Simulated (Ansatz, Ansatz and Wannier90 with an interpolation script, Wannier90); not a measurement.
Rows from a G0W0 calculation on CsCdCl3 (Pm-3m) (Ansatz 0.2.0; G0W0 on LDA, plane waves, PAW; 4×4×4 mesh, 528 empty bands, screening to 140 eV), in eV. Spin-orbit coupling is left out.

The database entry behind the starting cell is an old determination (1928), so it need not match the best structure at ambient conditions.

```
row                         k  band  start       Σx  Σc at the solution      Vxc
  A  (-0.500, -0.500, -0.500)    c1  9.346   -6.120              -3.932  -11.003
  B  (-0.500, -0.500, -0.500)    v3  3.425  -21.211               2.951  -16.993
  C                         Γ    v4  2.781  -20.570               3.121  -16.139
  D  (-0.500, -0.500, -0.500)    v1  3.697  -24.270               2.604  -20.731
  E                         Γ    v1  3.111  -21.020               2.838  -16.982
  F                         Γ    c1  5.207  -10.032              -3.784  -14.783
```

**Question.** Give the quasiparticle energies and the shift of each level.

The quasiparticle equation reads E = start + Σx + Σc(E) − Vxc.

```csv
row,E (eV),shift (eV)
A,10.296,+0.951
B,2.157,−1.268
C,1.472,−1.309
D,2.762,−0.935
E,1.909,−1.201
F,6.174,+0.967
```

Limits: not at the basis limit; d shell near the gap, gap tends to lie low; no spin-orbit coupling.

[Paths, hosts, dates, memory and timing lines, banners, echoed tables and standing remarks are left out of the program output.]

[Logs are printed without paths, hosts, clocks, repeated set-up lines and the standing remarks that a program may print on its own settings, such as how far it seeks lower states.]

[Runs of the session that timed out or met a known fault of the program may be left out.]

[Hosts, paths, dates, database ids (printed as entryN), source tags and the programs' standing remarks are cut or masked in the printed files.]
